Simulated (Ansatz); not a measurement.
# VBiO4 (Dreyerite): the gap up the ladder of methods, part 2 of 2

Aim: the gap of VBiO4 (Dreyerite) at several levels of theory on one structure, with the time that each takes.

Ansatz 0.2.0; density functionals, hybrids and G0W0, plane waves, PAW. Known limits of the many-body steps: finite bands, screening cutoff and k mesh; no spin-orbit coupling in G0W0; no spin polarisation.

So far. Step 5 (HSE06 on the 4×4×4 mesh): Over mesh and listed points the gap is 3.826 eV, from k = (0.333, 0.333, -0.333) to k = (0.317, 0.317, -0.317). The least direct gap found is 3.829 eV, at k = (0.333, 0.333, -0.333). On the 4×4×4 mesh alone the same run gives 4.074 eV, so that mesh misses an edge of HSE06: 4.074 − 3.826 = +0.248 eV. HSE06 against LDA: 3.826 − 2.608 = +1.218 eV. The runs also differ in mesh (6×6×6 and 4×4×4), so how much of this comes from the functional alone is not known.

In doubt: masses and optical values from hybrid runs of this build are listed as unsure (steps 8, 9), which bears on the screening that GW takes from such a start.

**7. G0W0@r2SCAN, 4×4×4 mesh, 962 empty bands, screening to 180 eV, PAW set soft_1 files**

G0W0 replaces the xc potential by a self-energy built once from the orbitals of the start. Levels are corrected in the window of bands that the input names, at points of the mesh.

This step: G0W0 on r2SCAN, plane waves, PAW; PAW set soft_1.

Input file input.yaml:

```yaml
crystal:
  lattice:
    - [-3.6515, 3.6515, 3.292]
    - [3.6515, -3.6515, 3.292]
    - [3.6515, 3.6515, -3.292]
  atoms:
    - { symbol: V, position: [0.5, 0.5, 0.0] }
    - { symbol: V, position: [0.25, 0.75, 0.5] }
    - { symbol: Bi, position: [0.75, 0.25, 0.5] }
    - { symbol: Bi, position: [0.0, 0.0, 0.0] }
    - { symbol: O, position: [0.152062534, 0.3328889632, 0.8191735708] }
    - { symbol: O, position: [0.0828889632, 0.7637153925, 0.6808264292] }
    - { symbol: O, position: [0.5137153925, 0.3328889632, 0.1808264292] }
    - { symbol: O, position: [0.0828889632, 0.402062534, 0.3191735708] }
    - { symbol: O, position: [0.597937466, 0.9171110368, 0.6808264292] }
    - { symbol: O, position: [0.6671110368, 0.847937466, 0.1808264292] }
    - { symbol: O, position: [0.2362846075, 0.9171110368, 0.3191735708] }
    - { symbol: O, position: [0.6671110368, 0.4862846075, 0.8191735708] }
kpoints:
  mp_grid: { grid: [4, 4, 4] }
hamiltonian:
  xc: r2scan
  pseudopotentials: { kind: paw, azcp: { folder: soft_1 } }
scf:
  occupations: { method: fixed }
gw:
  n_empty_bands: 962
  ecut_chi: 180.0
  qp_bands: [v4, c4]
  qp_kpoints: band_edges
  screening: { model: contour_deformation }
```

On the command line:

```bash
> ansatz run input.yaml --threads 3 --pin off --max-ram 92160MiB --backend cuda --events-out ev --progress --plain --runs-dir out --devices 1 --max-vram 13GiB
```

Numbers of over 12 decimals in the logs are rounded to 6 here.

Log:

```text
GPUs: using 1 of 1 available (devices: 1).
[...]
GPU FFT provider: cuFFT
GPU libraries: cuBLAS 13.8.2, cuFFT 12.4.0, cuSOLVER 12.3.4
Crystal: 12 atoms, lattice volume = 175.575 Å³
Basis set: ecut = 500 eV, 4449 PW (Γ), exchange–correlation on 180×180×180 points (64 copies of the dense FFT grid, shifted against one another)
Bands: 64, of which v1, the nominal top of the filled ones, is band 52 counted from 1 (51 counted from 0)
[...]
0    56     10.0460   -14.5535    -5.5954   -21.1195  0.7462    11.0321    11.0165  root
[...]
11    53      9.6490   -15.8989    -5.8753   -22.8318  0.7280    10.7273    10.7066  root
    11    54      9.6490   -15.8989    -5.8753   -22.8318  0.7280    10.7273    10.7066  root
    11    55      9.9024   -16.5138    -6.2558   -23.9213  0.7107    11.0821    11.0542  root
    11    56      9.9024   -16.5138    -6.2558   -23.9213  0.7107    11.0821    11.0542  root
[key lines of the parts left out:]
SCF converged after 10 iterations
Free energy (F): -35213.968993 eV
Fermi energy:    5.924880 eV
```

Elapsed: 1.7 min, on 1 × NVIDIA H100 80GB HBM3 (shared by 6 runs) with 3 threads of AMD EPYC 7R13 (Zen 3), shared host; peak memory 4.1 GiB.

Numbers from this step:

```yaml
bands_summed: 1014
rpa_eps_infinity_on_this_mesh_eigenvalues: 4.510, 4.510, 5.837
plane_waves_in_the_screening_matrix: 951
g0w0_gap_over_the_corrected_points: 4.444 eV
k_of_the_valence_top: 0, -0.5, 0
k_of_the_conduction_bottom: 0, -0.5, 0
starting_gap_on_the_mesh: 3.169 eV
z_at_the_valence_top: 0.7480
z_at_the_conduction_bottom: 0.7334
least_direct_g0w0_gap_over_the_corrected_points: 4.444 eV
```

Over 12 of 13 irreducible mesh points the G0W0 gap is 4.444 eV, direct, at k = (0.000, -0.500, 0.000). The r2SCAN gap of this run on the mesh is 3.169 eV. The two states that bound the G0W0 gap lie that far apart at the start, so the correction of the gap is 4.444 − 3.169 = +1.275 eV.

**8. G0W0@HSE06, 4×4×4 mesh, 962 empty bands, screening to 180 eV, PAW set soft_1 files**

This step: G0W0 on HSE06, plane waves, PAW; PAW set soft_1.

Edit input.yaml of step 7 so:

```diff
@@ -21,3 +21,3 @@
 hamiltonian:
-  xc: r2scan
+  xc: hse06
   pseudopotentials: { kind: paw, azcp: { folder: soft_1 } }
```

Log:

```text
GPUs: using 1 of 1 available (devices: 1).
[...]
GPU FFT provider: cuFFT
GPU libraries: cuBLAS 13.8.2, cuFFT 12.4.0, cuSOLVER 12.3.4
Crystal: 12 atoms, lattice volume = 175.575 Å³
Basis set: ecut = 420 eV, 3427 PW (Γ)
Bands: 64, of which v1, the nominal top of the filled ones, is band 52 counted from 1 (51 counted from 0)
Symmetry: 16 space group operations
[...]
k-points: 13 of 64
[...]
0    55     10.5718   -16.6650    -5.9556   -23.3127  0.7336    11.2712    11.2639  root
     0    56     10.6104   -16.3891    -6.0592   -23.0892  0.7338    11.2579    11.2513  root
[...]
12    53     10.2248   -14.0020    -4.8069   -19.3481  0.7916    10.7670    10.7641  root
    12    54     10.2248   -14.0020    -4.8069   -19.3481  0.7916    10.7670    10.7641  root
    12    55     10.2711   -15.2703    -5.5122   -21.3572  0.7571    10.8502    10.8458  root
    12    56     10.2711   -15.2703    -5.5122   -21.3572  0.7571    10.8502    10.8458  root
[key lines of the parts left out:]
Free energy (F): -35168.386712 eV
Fermi energy:    5.439827 eV
```

Run time: 4.7 min. Hardware: 1 × NVIDIA H100 80GB HBM3 (shared by 6 runs) with 3 threads; peak memory 4.3 GiB; 4.4 min of CPU time.

Numbers from this step:

- bands summed: 1014
- RPA ε∞ on this mesh (eigenvalues): 3.959, 3.959, 4.978
- plane waves in the screening matrix: 951
- G0W0 gap over the corrected points: 4.685 eV
- k of the valence top: 0, -0.5, 0
- k of the conduction bottom: 0, -0.5, 0
- starting gap on the mesh: 4.074 eV
- Z at the valence top: 0.7754
- Z at the conduction bottom: 0.7637
- least direct G0W0 gap over the corrected points: 4.685 eV

Over all 13 irreducible mesh points the G0W0 gap is 4.685 eV, direct, at k = (0.000, -0.500, 0.000). The HSE06 gap of this run on the mesh is 4.074 eV. Other states bound it: the two that bound the G0W0 gap lie 4.095 eV apart in HSE06, so state for state the correction is 4.685 − 4.095 = +0.590 eV, while gap against gap it is 4.685 − 4.074 = +0.611 eV. G0W0@HSE06 against G0W0@r2SCAN with 1014 bands: 4.685 − 4.444 = +0.241 eV. The runs also differ in plane-wave cutoff (500 eV and 420 eV), so how much of this comes from the start alone is not known.

**9. G0W0@PBE0, 4×4×4 mesh, 962 empty bands, screening to 180 eV, PAW set soft_1 files**

This step: G0W0 on PBE0, plane waves, PAW; PAW set soft_1.

Edit input.yaml of step 8 so:

```diff
@@ -21,3 +21,3 @@
 hamiltonian:
-  xc: hse06
+  xc: pbe0
   pseudopotentials: { kind: paw, azcp: { folder: soft_1 } }
```

Log:

```text
GPUs: using 1 of 1 available (devices: 1).
[...]
GPU FFT provider: cuFFT
GPU libraries: cuBLAS 13.8.2, cuFFT 12.4.0, cuSOLVER 12.3.4
Crystal: 12 atoms, lattice volume = 175.575 Å³
Basis set: ecut = 420 eV, 3427 PW (Γ)
Bands: 64, of which v1, the nominal top of the filled ones, is band 52 counted from 1 (51 counted from 0)
Symmetry: 16 space group operations
[...]
k-points: 13 of 64
[...]
0    55     10.9586   -16.6538    -5.7871   -22.9028  0.7498    11.4232    11.4205  root
     0    56     10.9980   -16.3722    -5.8901   -22.6737  0.7502    11.4116    11.4094  root
[...]
12    53     10.5744   -13.9707    -4.6834   -18.9511  0.8037    10.8721    10.8714  root
    12    54     10.5744   -13.9707    -4.6834   -18.9511  0.8037    10.8721    10.8714  root
    12    55     10.6419   -15.2041    -5.3634   -20.9045  0.7724    10.9802    10.9789  root
    12    56     10.6419   -15.2041    -5.3634   -20.9045  0.7724    10.9802    10.9789  root
[key lines of the parts left out:]
Free energy (F): -35163.360439 eV
Fermi energy:    5.078276 eV
```

Wall time 4.1 min (1 × NVIDIA H100 80GB HBM3 (shared by 6 runs) with 3 threads); peak memory 4.3 GiB; 5.7 min of CPU time.

Numbers from this step:

```yaml
bands_summed: 1014
rpa_eps_infinity_on_this_mesh_eigenvalues: 3.712, 3.712, 4.604
plane_waves_in_the_screening_matrix: 951
g0w0_gap_over_the_corrected_points: 4.933 eV
k_of_the_valence_top: 0, -0.5, 0
k_of_the_conduction_bottom: 0, -0.5, 0
starting_gap_on_the_mesh: 4.796 eV
z_at_the_valence_top: 0.7885
z_at_the_conduction_bottom: 0.7778
least_direct_g0w0_gap_over_the_corrected_points: 4.933 eV
```

Over all 13 irreducible mesh points the G0W0 gap is 4.933 eV, direct, at k = (0.000, -0.500, 0.000). The PBE0 gap of this run on the mesh is 4.796 eV. Other states bound it: the two that bound the G0W0 gap lie 4.823 eV apart in PBE0, so state for state the correction is 4.933 − 4.823 = +0.110 eV, while gap against gap it is 4.933 − 4.796 = +0.137 eV. G0W0@PBE0 against G0W0@HSE06 with 1014 bands: 4.933 − 4.685 = +0.248 eV, with the same mesh, files and cutoffs, and both edges at the same k points.

**10. The ladder**

Each gap is the least one over the points named; times are wall times on shared hosts, not benchmarks. A G0W0 time includes the run's own self-consistent start. Runs with listed points see these and the mesh alone, so an edge that moves elsewhere is missed. Rows marked * are further runs, not shown as steps, whose inputs differ from the G0W0 step on the same start in the columns given; solver thresholds can differ too.

```
       level   mesh       files, cutoff  bands summed, screening                            points  gap (eV)              valence top       conduction bottom  least direct gap (eV)     time
         LDA  6×6×6  soft_1 PAW, 420 eV                        -            mesh and listed points     2.608   (0.333, 0.333, -0.333)  (0.317, 0.317, -0.317)                  2.610      8 s
      r2SCAN  6×6×6  soft_1 PAW, 500 eV                        -                     mesh and path     2.949   (0.333, 0.333, -0.333)  (0.317, 0.317, -0.317)                  2.952     20 s
  r2SCAN+SOC  6×6×6  soft_1 PAW, 500 eV                        -            mesh and listed points     2.717   (0.333, 0.333, -0.333)  (0.333, 0.333, -0.333)                  2.717     20 s
       HSE06  4×4×4  soft_1 PAW, 420 eV                        -            mesh and listed points     3.826   (0.333, 0.333, -0.333)  (0.317, 0.317, -0.317)                  3.829     71 s
        PBE0  4×4×4  soft_1 PAW, 420 eV                        -            mesh and listed points     4.534   (0.333, 0.333, -0.333)  (0.317, 0.317, -0.317)                  4.536     52 s
G0W0@r2SCAN*  4×4×4  soft_1 PAW, 500 eV               210, 54 eV  12 of 13 irreducible mesh points     4.540  (0.250, -0.500, -0.500)  (0.000, -0.500, 0.000)                  4.563     36 s
G0W0@r2SCAN*  4×4×4  soft_1 PAW, 500 eV              499, 108 eV  12 of 13 irreducible mesh points     4.383  (0.250, -0.500, -0.500)  (0.000, -0.500, 0.000)                  4.386     46 s
 G0W0@r2SCAN  4×4×4  soft_1 PAW, 500 eV             1014, 180 eV  12 of 13 irreducible mesh points     4.444   (0.000, -0.500, 0.000)  (0.000, -0.500, 0.000)                  4.444  1.7 min
G0W0@r2SCAN*  2×2×2  soft_1 PAW, 500 eV              499, 108 eV     all 4 irreducible mesh points     4.406   (0.000, -0.500, 0.000)  (0.000, -0.500, 0.000)                  4.406     13 s
  G0W0@HSE06  4×4×4  soft_1 PAW, 420 eV             1014, 180 eV    all 13 irreducible mesh points     4.685   (0.000, -0.500, 0.000)  (0.000, -0.500, 0.000)                  4.685  4.7 min
   G0W0@PBE0  4×4×4  soft_1 PAW, 420 eV             1014, 180 eV    all 13 irreducible mesh points     4.933   (0.000, -0.500, 0.000)  (0.000, -0.500, 0.000)                  4.933  4.1 min
```

**11. Outcome**

- LDA, over mesh and listed points: 2.608 eV
- r2SCAN, over mesh and path: 2.949 eV
- r2SCAN+SOC, over mesh and listed points: 2.717 eV
- HSE06, over mesh and listed points: 3.826 eV
- PBE0, over mesh and listed points: 4.534 eV
- G0W0@r2SCAN (1014 bands, 4×4×4), over 12 of 13 irreducible mesh points: 4.444 eV
- G0W0@HSE06, over all 13 irreducible mesh points: 4.685 eV
- G0W0@PBE0, over all 13 irreducible mesh points: 4.933 eV
- known limits: finite bands, screening cutoff and k mesh; no spin-orbit coupling in G0W0; no spin polarisation

What this shows: The rows run from 2.608 eV (LDA) to 4.933 eV (G0W0@PBE0). They differ in mesh, plane-wave cutoff, bands and screening cutoff of G0W0 and the points over which the gap was sought as well as in level, so only pairs that share these are like for like. PBE0 against HSE06: 4.534 − 3.826 = +0.708 eV, with the same mesh, files and cutoff, and both edges at the same k points. G0W0@PBE0 against G0W0@HSE06 with 1014 bands: 4.933 − 4.685 = +0.248 eV, with the same mesh, files and cutoffs, and both edges at the same k points. G0W0@r2SCAN (1014 bands, 4×4×4) moves the gap of its own start on the mesh by 4.444 − 3.169 = +1.275 eV, between the same two levels. Over mesh and path, r2SCAN puts the valence top at k = (0.333, 0.333, -0.333) and conduction bottom at k = (0.317, 0.317, -0.317), where no G0W0 correction was computed. The G0W0 gap over the whole zone is therefore not known from this run; at its settings it can only be equal to or under the 4.444 eV found, and no correction is carried over from another point. For the start itself the gap is 2.949 eV over mesh and path and 3.169 eV on the mesh of the G0W0 run, in runs that differ in mesh (6×6×6 and 4×4×4). G0W0@HSE06 moves the gap of its own start on the mesh by 4.685 − 4.074 = +0.611 eV, with other states at the edges (they lie 4.095 eV apart at the start). Over mesh and listed points, HSE06 puts the valence top at k = (0.333, 0.333, -0.333) and conduction bottom at k = (0.317, 0.317, -0.317), where no G0W0 correction was computed. The G0W0 gap over the whole zone is therefore not known from this run; at its settings it can only be equal to or under the 4.685 eV found, and no correction is carried over from another point. For the start itself the gap is 3.826 eV over mesh and listed points and 4.074 eV on the mesh of the G0W0 run. G0W0@PBE0 moves the gap of its own start on the mesh by 4.933 − 4.796 = +0.137 eV, with other states at the edges (they lie 4.823 eV apart at the start). Over mesh and listed points, PBE0 puts the valence top at k = (0.333, 0.333, -0.333) and conduction bottom at k = (0.317, 0.317, -0.317), where no G0W0 correction was computed. The G0W0 gap over the whole zone is therefore not known from this run; at its settings it can only be equal to or under the 4.933 eV found, and no correction is carried over from another point. For the start itself the gap is 4.534 eV over mesh and listed points and 4.796 eV on the mesh of the G0W0 run. What spin-orbit coupling does to the G0W0 levels was not computed, so no sum with the G0W0 gap is formed. For G0W0@r2SCAN: from 210 bands and 54 eV to 1014 bands and 180 eV the gap moves by 4.444 − 4.540 = −0.096 eV (rung by rung 4.540, 4.383, 4.444 eV); bands and screening cutoff rise together, so their parts are not told apart. The states that bound the gap change along the series, so no limit is drawn and it is not known. The other G0W0 rows are shown at one basis each (1014 bands), so their distance from the limit is not known here. With the 2×2×2 mesh in place of the 4×4×4 mesh and all else as in the G0W0@r2SCAN row with 499 bands, the gap differs by 4.406 − 4.383 = +0.023 eV, and that of the start by 3.167 − 3.169 = −0.002 eV; an edge lies at another k point, so this need not be the shift of one pair of states. The G0W0 runs are scalar-relativistic. The runs have no spin polarisation, and the cell holds V; whether a magnetic state lies lower is not shown here. Where d states form a band edge, one-shot GW is known to depend on its start; the orbital character of the edges was not analysed here. G0W0@r2SCAN runs of this series with other atomic data on the same mesh, not shown as steps, give 4.369 eV (hard PAW, 1050 eV, 1487 bands, screening to 234 eV); where bands and cutoffs differ too, the part of the files is not isolated.

[Paths, hosts, dates, memory and timing lines, banners, echoed tables and standing remarks are left out of the program output.]

[Logs are printed without paths, hosts, clocks, repeated set-up lines and the standing remarks that a program may print on its own settings, such as how far it seeks lower states.]

[Runs of the session that timed out or met a known fault of the program may be left out.]

[Cells called generated may have been cut or substituted from an entry of the Crystallography Open Database or the Materials Project.]

[Hosts, paths, dates, database ids (printed as entryN), source tags and the programs' standing remarks are cut or masked in the printed files.]

[Where an RPA ε∞ is given, it is that of the G0W0 mesh and is not shown converged in it. Names of k-points follow the symmetry that the program found, which can be lower than the space group named. Band edges on a path are those of the sampled points; other points can move an edge, and change direct to indirect where valleys lie close.]

[Hybrid gaps are those of their k-mesh and are not shown converged in it.]
